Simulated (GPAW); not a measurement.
## Work function of 1T-SiSSe monolayer at several levels

How far do functional and basis move the work function of 1T-SiSSe monolayer? Where a layer proves gapped, the work function hangs on where the smearing puts the Fermi level, and the band edges take its place.

Method: GPAW, PAW setups; layer in a repeated cell with vacuum, relaxation of atoms and in-plane cell, in the first sound run; inputs show where later runs differ, in GPAW 26.7.0.

### Step 1. The structure

The cell holds 3 atoms: 1 Se, 1 Si and 1 S. Its edges and angles: a = 3.405 Å, b = 3.405 Å, c = 17.924 Å, α = 90.0°, β = 90.0°, γ = 120.0°. Vacuum lies along c.

### Step 2. Relaxation

The atoms are relaxed first, since the surface dipole, and with it the work function, follows the positions of the outer layers.

Contents of run.py:

```python
import json
import numpy as np
from ase import Atoms
from ase.filters import FrechetCellFilter
from ase.optimize import BFGS
from gpaw import GPAW, PW

slab = Atoms(
    ['Se', 'Si', 'S'],
    positions=[
        [1.70250, 0.98294, 8.00000],
        [0.00000, 0.00000, 9.02922],
        [-0.00000, 1.96588, 9.92364]],
    cell=[[3.405, 0.0, 0.0], [-1.7025, 2.94882, 0.0], [0.0, 0.0, 17.9236]],
    pbc=[True, True, True])

slab.calc = GPAW(mode=PW(600), xc='PBE', kpts={'size': (9, 9, 1), 'gamma': True},
                 occupations={'name': 'fermi-dirac', 'width': 0.05}, nbands='200%',
                 convergence={'density': 1e-05}, maxiter=200,
                 symmetry={'tolerance': 1e-3}, txt='slab.txt')
result = {}
# The in-plane cell is free; stress needs a cell that repeats along all three vectors
path = []
opt = BFGS(FrechetCellFilter(slab, mask=[1, 1, 0, 0, 0, 1]), maxstep=0.2)
opt.attach(lambda: path.append((slab.get_potential_energy(), slab.positions.tolist(), slab.get_forces().tolist())))
result['relaxed'] = bool(opt.run(fmax=0.02, steps=45))
result['path'] = path
result['cell'] = slab.cell.tolist()
print('in-plane lattice', slab.cell.cellpar().round(4)[[0, 1, 5]])
energy = slab.get_potential_energy()
fermi = slab.calc.get_fermi_level()
v = slab.calc.get_electrostatic_potential().mean((0, 1)) - fermi
n = slab.calc.get_pseudo_density().mean((0, 1))
L = slab.cell[2, 2]
z = np.arange(len(v)) * L / len(v)
low, high = slab.positions[:, 2].min(), slab.positions[:, 2].max()
below, above = np.interp([low - 5.8, high + 5.8], z, v)
slopes = [np.interp(x, z, np.gradient(v, z)) for x in (low - 5.8, high + 5.8)]
eps = np.array([[slab.calc.get_eigenvalues(k, s) for k in range(len(slab.calc.get_ibz_k_points()))]
                for s in range(slab.calc.get_number_of_spins())]) - fermi
top, bottom = eps[eps < 0].max(), eps[eps > 0].min()
dipole = slab.get_dipole_moment()[2]
print(f'energy {energy:.4f} eV, Fermi level {fermi:.4f} eV, dipole {dipole:.5f} e A')
print(f'potential 5.8 A off the faces, from the Fermi level: lower {below:.4f} eV, upper {above:.4f} eV')
print(f'slope of the potential there: lower {slopes[0]:.5f}, upper {slopes[1]:.5f} eV/A')
print(f'nearest levels on the mesh: {top:.4f} and {bottom:.4f} eV')
print('magnetic moment', round(slab.get_magnetic_moment(), 3))
result.update(energy=energy, fermi=fermi, dipole=dipole, below=below, above=above, slopes=slopes, edges=[top, bottom],
              z=z.tolist(), v=v.tolist(), n=n.tolist(), positions=slab.positions.tolist(),
              forces=slab.get_forces(apply_constraint=False).tolist(), moments=slab.get_magnetic_moments().tolist())
json.dump(result, open('result.json', 'w'))
```

On the command line:

```bash
> OMP_NUM_THREADS=1 OPENBLAS_NUM_THREADS=1 python run.py
```

The program printed:

```text
Step          Energy          fmax
BFGS:    0      -11.632785        6.494806
BFGS:    1      -12.853180        4.198452
BFGS:    2      -13.834727        1.800983
BFGS:    3      -13.982863        0.919539
BFGS:    4      -14.044921        1.030882
BFGS:    5      -14.103786        0.953542
BFGS:    6      -14.165616        0.605215
BFGS:    7      -14.203768        0.483515
BFGS:    8      -14.212891        0.236756
BFGS:    9      -14.213981        0.091304
BFGS:   10      -14.214257        0.008795
in-plane lattice [  3.4096   3.4096 120.    ]
energy -14.2142 eV, Fermi level -1.6592 eV, dipole -0.02566 e A
potential 5.8 A off the faces, from the Fermi level: lower 5.4124 eV, upper 5.5042 eV
slope of the potential there: lower -0.02579, upper -0.02577 eV/A
nearest levels on the mesh: -0.3859 and 0.3779 eV
magnetic moment 0.0
```

Wall time 3.5 min (1 thread of Arm Neoverse V2, shared host); peak memory 0.29 GiB.

Numbers from this step:

```yaml
dipole_along_the_normal: -0.02566 e·Å
levels_nearest_the_fermi_level_on_the_mesh: -0.3859, 0.3779 eV from the Fermi level
```

Table of electrostatic potential energy of an electron (without an applied field's), less the Fermi level, planar mean by z:

z (Å), electrostatic potential energy of an electron (without an applied field's), less the Fermi level, planar mean (eV) and a bar from the least value:
```
      0.0        5.5 ##############################
      0.5        5.4 ##############################
      1.0        5.4 ##############################
      1.5        5.4 ##############################
      2.0        5.4 ##############################
      2.5        5.4 ##############################
      3.0        5.4 ##############################
      3.5        5.4 ##############################
      4.0        5.4 ##############################
      4.5        5.3 ##############################
      5.0        5.3 ##############################
      5.5        5.2 ##############################
      6.0        4.8 #############################
      6.5        3.2 ###########################
      7.0       -3.4 ###################
      7.5      -18.3 
      8.0       -9.8 ###########
      8.5       -6.4 ###############
      9.0      -12.7 #######
      9.5       -7.8 #############
     10.0      -10.5 ##########
     10.5      -13.8 ######
     11.0       -0.1 #######################
     11.5        4.4 #############################
     12.0        5.4 ##############################
     12.5        5.5 ##############################
     13.0        5.6 ##############################
     13.5        5.6 ##############################
     14.0        5.6 ##############################
     14.5        5.5 ##############################
     15.0        5.5 ##############################
     15.5        5.5 ##############################
     16.0        5.5 ##############################
     16.5        5.5 ##############################
     17.0        5.5 ##############################
     17.5        5.5 ##############################
```

The pseudo valence density, planar mean by z:

z (Å), pseudo valence density, planar mean (e/Å³) and a bar from the least value:
```
     0.00      0.000 
     0.51      0.000 
     1.02      0.000 
     1.37      0.000 
     1.88      0.000 
     2.39      0.000 
     2.90      0.000 
     3.41      0.000 
     3.76      0.000 
     4.27      0.000 
     4.78      0.001 
     5.29      0.003 
     5.80      0.013 #
     6.32      0.059 ####
     6.66      0.150 ##########
     7.17      0.362 ########################
     7.68      0.255 #################
     8.19      0.429 #############################
     8.71      0.277 ##################
     9.05      0.218 ###############
     9.56      0.370 #########################
    10.07      0.451 ##############################
    10.58      0.367 ########################
    11.10      0.200 #############
    11.44      0.080 #####
    11.95      0.016 #
    12.46      0.003 
    12.97      0.001 
    13.49      0.000 
    14.00      0.000 
    14.34      0.000 
    14.85      0.000 
    15.36      0.000 
    15.88      0.000 
    16.39      0.000 
    16.73      0.000 
    17.24      0.000 
    17.75      0.000
```

The relaxation lowered the energy of the cell by 2.58 eV (energies extrapolated to zero smearing; the optimiser's log prints free energies). The largest force left on a free atom is 0.0088 eV/Å.

### Step 3. The slab's potential

With the geometry fixed, the planar mean of the potential gives the vacuum level on each side.

This step: GPAW, PAW setups; slab in vacuum (GPAW 26.7.0).

The cell differs from the one that the last finished run ended in (c 17.924 → 18.762 Å).

Edit run.py of step 2 so:

```diff
@@ -3,4 +3,2 @@
 from ase import Atoms
-from ase.filters import FrechetCellFilter
-from ase.optimize import BFGS
 from gpaw import GPAW, PW
@@ -10,21 +8,14 @@
     positions=[
-        [1.70250, 0.98294, 8.00000],
-        [0.00000, 0.00000, 9.02922],
-        [-0.00000, 1.96588, 9.92364]],
-    cell=[[3.405, 0.0, 0.0], [-1.7025, 2.94882, 0.0], [0.0, 0.0, 17.9236]],
-    pbc=[True, True, True])
+        [1.70481, 0.98427, 8.00000],
+        [-0.00000, 0.00000, 9.45658],
+        [-0.00000, 1.96854, 10.76174]],
+    cell=[[3.40961, -0.0, 0.0], [-1.70481, 2.95282, 0.0], [0.0, 0.0, 18.7617]],
+    pbc=[True, True, False])
 
-slab.calc = GPAW(mode=PW(600), xc='PBE', kpts={'size': (9, 9, 1), 'gamma': True},
+slab.calc = GPAW(mode=PW(400), xc='PBE', kpts={'size': (9, 9, 1), 'gamma': True},
                  occupations={'name': 'fermi-dirac', 'width': 0.05}, nbands='200%',
                  convergence={'density': 1e-05}, maxiter=200,
+                 poissonsolver={'dipolelayer': 'xy'},
                  symmetry={'tolerance': 1e-3}, txt='slab.txt')
 result = {}
-# The in-plane cell is free; stress needs a cell that repeats along all three vectors
-path = []
-opt = BFGS(FrechetCellFilter(slab, mask=[1, 1, 0, 0, 0, 1]), maxstep=0.2)
-opt.attach(lambda: path.append((slab.get_potential_energy(), slab.positions.tolist(), slab.get_forces().tolist())))
-result['relaxed'] = bool(opt.run(fmax=0.02, steps=45))
-result['path'] = path
-result['cell'] = slab.cell.tolist()
-print('in-plane lattice', slab.cell.cellpar().round(4)[[0, 1, 5]])
 energy = slab.get_potential_energy()
```

The program printed:

```text
energy -14.1928 eV, Fermi level -1.8317 eV, dipole -0.01873 e A
potential 5.8 A off the faces, from the Fermi level: lower 5.2929 eV, upper 5.6309 eV
slope of the potential there: lower -0.00003, upper 0.00000 eV/A
nearest levels on the mesh: -0.3870 and 0.3790 eV
magnetic moment 0.0
```

The job ended after 10 s (1 thread; peak memory 0.17 GiB).

Numbers from this step:

| Quantity | Value |
| --- | --- |
| dipole along the normal | -0.01873 e·Å |
| levels nearest the Fermi level on the mesh | -0.3870, 0.3790 eV from the Fermi level |
| upper work function | 5.631 eV |
| lower work function | 5.293 eV |
| upper ionisation energy | 6.018 eV |

Table of electrostatic potential energy of an electron (without an applied field's), less the Fermi level, planar mean by z:

```tsv
z (Å)	electrostatic potential energy of an electron (without an applied field's), less the Fermi level, planar mean (eV)
0.0	5.46
0.5	5.29
1.0	5.29
1.5	5.29
2.0	5.29
2.5	5.29
3.0	5.29
3.5	5.29
4.0	5.29
4.5	5.29
5.0	5.29
5.5	5.26
6.0	5.16
6.5	4.70
7.0	2.66
7.5	-5.48
8.0	-18.9
8.5	-8.17
9.0	-7.36
9.5	-12.7
10.0	-7.05
10.5	-12.4
11.0	-11.3
11.5	1.08
12.0	4.67
12.5	5.43
13.0	5.59
13.5	5.62
14.0	5.63
14.5	5.63
15.0	5.63
15.5	5.63
16.0	5.63
16.5	5.63
17.0	5.63
17.5	5.63
18.0	5.63
18.5	5.58
```

Pseudo valence density, planar mean against z:

```tsv
z (Å)	pseudo valence density, planar mean (e/Å³)
0.00	7.0e-7
0.42	9.2e-7
1.04	-1.2e-6
1.46	-1.3e-6
2.08	1.5e-6
2.50	1.7e-6
2.92	2.1e-6
3.54	3.2e-6
3.96	1.4e-5
4.59	9.6e-5
5.00	3.3e-4
5.42	0.00114
6.05	0.00742
6.46	0.0261
7.09	0.154
7.50	0.344
7.92	0.218
8.55	0.445
8.96	0.326
9.59	0.236
10.01	0.379
10.63	0.400
11.05	0.369
11.47	0.224
12.09	0.0392
12.51	0.0105
13.13	0.00149
13.55	4.1e-4
13.97	1.2e-4
14.59	1.6e-5
15.01	3.7e-6
15.63	1.7e-6
16.05	1.0e-6
16.47	6.7e-7
17.09	0
17.51	0
18.14	0
18.55	-5.6e-7
```

The layer is gapped, so the Fermi level lies somewhere inside the gap, set by smearing and numerics, and these work functions are no property of the material; the band edges below the vacuum level are. The potential is flat to 3.3e-5 eV/Å where it is read, so the vacuum is wide enough.

### Step 4. OptPBE vdW: xc = "optPBE-vdW"

The same geometry under optPBE-vdW, to see how far the functional moves the levels against the vacuum (the van der Waals functionals take revPBE setups).

Edit run.py of step 3 so:

```diff
@@ -14,3 +14,3 @@
 
-slab.calc = GPAW(mode=PW(400), xc='PBE', kpts={'size': (9, 9, 1), 'gamma': True},
+slab.calc = GPAW(mode=PW(400), xc='optPBE-vdW', kpts={'size': (9, 9, 1), 'gamma': True},
                  occupations={'name': 'fermi-dirac', 'width': 0.05}, nbands='200%',
```

The program printed:

```text
energy -36.5907 eV, Fermi level -1.9756 eV, dipole -0.01944 e A
potential 5.8 A off the faces, from the Fermi level: lower 5.4855 eV, upper 5.8362 eV
slope of the potential there: lower -0.00004, upper 0.00000 eV/A
nearest levels on the mesh: -0.4221 and 0.4136 eV
magnetic moment 0.0
```

Run time: 17 s. Hardware: 1 thread; peak memory 0.29 GiB.

This step gave:

```
dipole along the normal                    : -0.01944 e·Å
levels nearest the Fermi level on the mesh : -0.4221, 0.4136 eV from the Fermi level
upper work function                        : 5.836 eV
lower work function                        : 5.486 eV
upper ionisation energy                    : 6.258 eV
```

Electrostatic potential energy of an electron (without an applied field's), less the Fermi level, planar mean against z:

```tsv
z (Å)	electrostatic potential energy of an electron (without an applied field's), less the Fermi level, planar mean (eV)
0.0	5.66
0.5	5.49
1.0	5.49
1.5	5.49
2.0	5.49
2.5	5.49
3.0	5.49
3.5	5.49
4.0	5.49
4.5	5.48
5.0	5.48
5.5	5.45
6.0	5.33
6.5	4.84
7.0	2.75
7.5	-5.44
8.0	-18.9
8.5	-8.17
9.0	-7.40
9.5	-12.8
10.0	-7.07
10.5	-12.4
11.0	-11.3
11.5	1.16
12.0	4.80
12.5	5.60
13.0	5.78
13.5	5.82
14.0	5.83
14.5	5.84
15.0	5.84
15.5	5.84
16.0	5.84
16.5	5.84
17.0	5.84
17.5	5.84
18.0	5.84
18.5	5.78
```

The pseudo valence density, planar mean oscillates, so the rows of the table below give means over windows of 1 Å about each position, cut where the curve ends. Its maxima inside the range that stand out by 2 % of the span (Å: e/Å³): 7.5: 0.343, 8.5: 0.446, 10.4: 0.463, 11.0: 0.368. Its minima: 7.9: 0.217, 9.4: 0.218, 10.8: 0.347.

Pseudo valence density, planar mean against z; means over each step:

z (Å), pseudo valence density, planar mean (e/Å³) and a bar:
```
        4      0.000 
        5      0.001 
        6      0.010 #
        7      0.148 ############
        8      0.327 ###########################
        9      0.321 ###########################
       10      0.360 ##############################
       11      0.344 #############################
       12      0.074 ######
       13      0.004 
       14      0.000 
       15      0.000
```

Force by atom:

```tsv
atom	x (eV/Å)	y (eV/Å)	z (eV/Å)	size
Se1	0.000	0.000	-0.214	0.214
Si2	0.000	0.000	0.038	0.038
S3	0.000	0.000	0.176	0.176
```

The highest filled level lies 0.422 eV under the Fermi level, so the ionisation energy from the upper face is 5.836 + 0.422 = 6.258 eV, against 6.018 eV in the base run.

### Step 5. Self-consistent run: xc = "RPBE"

The same geometry under RPBE, to see how far the functional moves the levels against the vacuum.

Edit run.py of step 4 so:

```diff
@@ -14,3 +14,3 @@
 
-slab.calc = GPAW(mode=PW(400), xc='optPBE-vdW', kpts={'size': (9, 9, 1), 'gamma': True},
+slab.calc = GPAW(mode=PW(400), xc='RPBE', kpts={'size': (9, 9, 1), 'gamma': True},
                  occupations={'name': 'fermi-dirac', 'width': 0.05}, nbands='200%',
```

The program printed:

```text
energy -13.2629 eV, Fermi level -1.7131 eV, dipole -0.01939 e A
potential 5.8 A off the faces, from the Fermi level: lower 5.1672 eV, upper 5.5171 eV
slope of the potential there: lower -0.00003, upper 0.00000 eV/A
nearest levels on the mesh: -0.4230 and 0.4148 eV
magnetic moment 0.0
```

Wall time 10 s (1 thread); peak memory 0.17 GiB.

Numbers from this step:

| Property | Result |
| --- | --- |
| dipole along the normal | -0.01939 e·Å |
| levels nearest the Fermi level on the mesh | -0.4230, 0.4148 eV from the Fermi level |
| upper work function | 5.517 eV |
| lower work function | 5.167 eV |
| upper ionisation energy | 5.940 eV |

The highest filled level lies 0.423 eV under the Fermi level, so the ionisation energy from the upper face is 5.517 + 0.423 = 5.940 eV, against 6.018 eV in the base run.

### Step 6. Self-consistent run: xc = "LDA"

The same geometry under LDA, to see how far the functional moves the levels against the vacuum.

Edit run.py of step 5 so:

```diff
@@ -14,3 +14,3 @@
 
-slab.calc = GPAW(mode=PW(400), xc='RPBE', kpts={'size': (9, 9, 1), 'gamma': True},
+slab.calc = GPAW(mode=PW(400), xc='LDA', kpts={'size': (9, 9, 1), 'gamma': True},
                  occupations={'name': 'fermi-dirac', 'width': 0.05}, nbands='200%',
```

The program printed:

```text
energy -16.0398 eV, Fermi level -2.1114 eV, dipole -0.01655 e A
potential 5.8 A off the faces, from the Fermi level: lower 5.5952 eV, upper 5.8941 eV
slope of the potential there: lower -0.00003, upper 0.00000 eV/A
nearest levels on the mesh: -0.3339 and 0.3266 eV
magnetic moment 0.0
```

Elapsed: 9.8 s, on 1 thread; peak memory 0.17 GiB.

This step gave:

- dipole along the normal: -0.01655 e·Å
- levels nearest the Fermi level on the mesh: -0.3339, 0.3266 eV from the Fermi level
- upper work function: 5.894 eV
- lower work function: 5.595 eV
- upper ionisation energy: 6.228 eV

The electrostatic potential energy of an electron (without an applied field's), less the Fermi level, planar mean by z:

```tsv
z (Å)	electrostatic potential energy of an electron (without an applied field's), less the Fermi level, planar mean (eV)
0.0	5.74
0.5	5.60
1.0	5.60
1.5	5.60
2.0	5.60
2.5	5.60
3.0	5.60
3.5	5.60
4.0	5.59
4.5	5.59
5.0	5.59
5.5	5.57
6.0	5.47
6.5	5.00
7.0	2.96
7.5	-5.16
8.0	-18.6
8.5	-7.87
9.0	-7.07
9.5	-12.4
10.0	-6.80
10.5	-12.1
11.0	-11.1
11.5	1.30
12.0	4.91
12.5	5.69
13.0	5.85
13.5	5.88
14.0	5.89
14.5	5.89
15.0	5.89
15.5	5.89
16.0	5.89
16.5	5.89
17.0	5.89
17.5	5.89
18.0	5.89
18.5	5.85
```

The highest filled level lies 0.334 eV under the Fermi level, so the ionisation energy from the upper face is 5.894 + 0.334 = 6.228 eV, against 6.018 eV in the base run.

### Step 7. Self-consistent run: xc = "revPBE"

The same geometry under revPBE, to see how far the functional moves the levels against the vacuum.

Edit run.py of step 6 so:

```diff
@@ -14,3 +14,3 @@
 
-slab.calc = GPAW(mode=PW(400), xc='LDA', kpts={'size': (9, 9, 1), 'gamma': True},
+slab.calc = GPAW(mode=PW(400), xc='revPBE', kpts={'size': (9, 9, 1), 'gamma': True},
                  occupations={'name': 'fermi-dirac', 'width': 0.05}, nbands='200%',
```

The program printed:

```text
energy -13.3742 eV, Fermi level -1.7247 eV, dipole -0.01910 e A
potential 5.8 A off the faces, from the Fermi level: lower 5.1742 eV, upper 5.5189 eV
slope of the potential there: lower -0.00003, upper 0.00000 eV/A
nearest levels on the mesh: -0.4148 and 0.4066 eV
magnetic moment 0.0
```

Run time: 10 s. Hardware: 1 thread; peak memory 0.17 GiB.

This step gave:

```yaml
dipole_along_the_normal: -0.01910 e·Å
levels_nearest_the_fermi_level_on_the_mesh: -0.4148, 0.4066 eV from the Fermi level
upper_work_function: 5.519 eV
lower_work_function: 5.174 eV
upper_ionisation_energy: 5.934 eV
```

Electrostatic potential energy of an electron (without an applied field's), less the Fermi level, planar mean against z:

```tsv
z (Å)	electrostatic potential energy of an electron (without an applied field's), less the Fermi level, planar mean (eV)
0.0	5.35
0.5	5.17
1.0	5.17
1.5	5.17
2.0	5.17
2.5	5.17
3.0	5.17
3.5	5.17
4.0	5.17
4.5	5.17
5.0	5.17
5.5	5.14
6.0	5.04
6.5	4.59
7.0	2.57
7.5	-5.57
8.0	-19.0
8.5	-8.25
9.0	-7.45
9.5	-12.8
10.0	-7.14
10.5	-12.5
11.0	-11.4
11.5	1.00
12.0	4.57
12.5	5.32
13.0	5.48
13.5	5.51
14.0	5.52
14.5	5.52
15.0	5.52
15.5	5.52
16.0	5.52
16.5	5.52
17.0	5.52
17.5	5.52
18.0	5.52
18.5	5.47
```

The highest filled level lies 0.415 eV under the Fermi level, so the ionisation energy from the upper face is 5.519 + 0.415 = 5.934 eV, against 6.018 eV in the base run.

### Step 8. Self-consistent run: xc = "vdW-DF2"

The same geometry under vdW-DF2, to see how far the functional moves the levels against the vacuum (the van der Waals functionals take revPBE setups).

Edit run.py of step 7 so:

```diff
@@ -14,3 +14,3 @@
 
-slab.calc = GPAW(mode=PW(400), xc='revPBE', kpts={'size': (9, 9, 1), 'gamma': True},
+slab.calc = GPAW(mode=PW(400), xc='vdW-DF2', kpts={'size': (9, 9, 1), 'gamma': True},
                  occupations={'name': 'fermi-dirac', 'width': 0.05}, nbands='200%',
```

The program printed:

```text
energy -130.7238 eV, Fermi level -2.0785 eV, dipole -0.02129 e A
potential 5.8 A off the faces, from the Fermi level: lower 5.6171 eV, upper 6.0011 eV
slope of the potential there: lower -0.00008, upper 0.00002 eV/A
nearest levels on the mesh: -0.4186 and 0.4089 eV
magnetic moment 0.0
```

Run time: 17 s. Hardware: 1 thread; peak memory 0.29 GiB.

Numbers from this step:

| Item | Value |
| --- | --- |
| dipole along the normal | -0.02129 e·Å |
| levels nearest the Fermi level on the mesh | -0.4186, 0.4089 eV from the Fermi level |
| upper work function | 6.001 eV |
| lower work function | 5.617 eV |
| upper ionisation energy | 6.420 eV |

The highest filled level lies 0.419 eV under the Fermi level, so the ionisation energy from the upper face is 6.001 + 0.419 = 6.420 eV, against 6.018 eV in the base run.

(Continued in part 2 of 2.)

[Logs are printed without paths, hosts, clocks, repeated set-up lines and the standing remarks that a program may print on its own settings, such as how far it seeks lower states.]

[Hosts, paths, dates, database ids (printed as entryN), source tags and the programs' standing remarks are cut or masked in the printed files.]
